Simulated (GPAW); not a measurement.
# Foreign atoms in a relaxed Ga chain: which ones block the current?

One atom thick, a chain of Ga offers 3 channels a spin at the Fermi level. How much of the current survives when a foreign atom sits in the chain or at its side?

Set-up. GPAW 26.7.0 in a basis of numerical atomic orbitals with PAW setups; lead and junction are solved self-consistently in repeated cells 9 Å or more across, their Hamiltonian and overlap matrices go into Green's functions with semi-infinite leads (ASE), and T is the Landauer transmission at zero bias, at the junction cell's Fermi level, for one spin or as the mean of both where a run is spin-polarised. Basis dzp and PBE unless a column says otherwise. The atoms between the held lead ends were first relaxed in the dzp basis, within the symmetry of the start (GPAW, PBE, forces under 0.05 eV/Å; an orbital basis tends to overbind); the leads kept an estimated spacing and the cell its length.

The runs side by side:

```tsv
atom	place	T, dzp	T, minimal basis
Sn	in line, replacing one chain atom	2.54	2.52
Si	in line, replacing one chain atom	2.2	2.11
H	on top of one chain atom	2.12	2.1
Ti	beside one bond	1.95	1.94
P	in line, replacing one chain atom	1.65	1.49
Si	beside one bond	1.21	1.26
Li	two in line	0.915	0.992
Ti	two in line	0.866	0.852
```

What this shows: T at the Fermi level runs from 2.54 (Sn in line) down to 0.866 (Ti ×2 in line), against 3 open channels a spin in the clean chain. Where one element stands in both places: Si gives 2.2 in line and 1.21 beside a bond. A side atom can block as much as one in line, when one of its levels lies near the Fermi level and interferes with the direct path. The minimal basis misses the dzp value by a median factor of 1.03 and by 1.1 at worst, to be set beside the factor of 2.93 between the ends of the table.

What the numbers leave out: An evenly spaced straight chain is an idealisation of an electrode: free chains dimerise or zigzag, and their density of states has sharper edges than a bulk metal's. Once the lead is aligned to the junction's end layer, its own Fermi level lies within 0.02 eV of the zero used here in the dzp runs. No run was spin-polarised, so magnetic states weren't tested. Spin-orbit coupling is left out, which matters for the heavier atoms here. Element, place and number of foreign atoms change together from row to row, so the order can't be credited to the element alone. T at one energy can sit on the flank of a resonance and move with small shifts of the Fermi level. Junctions whose dzp lead is shut at the Fermi level or whose end layer misses the lead by over 0.25 eV were left out, as were H in line (its neighbours overlap directly) and, where atoms were relaxed, moves over 0.6 Å, which change the site.

[Logs are printed without paths, hosts, clocks, repeated set-up lines and the standing remarks that a program may print on its own settings, such as how far it seeks lower states.]
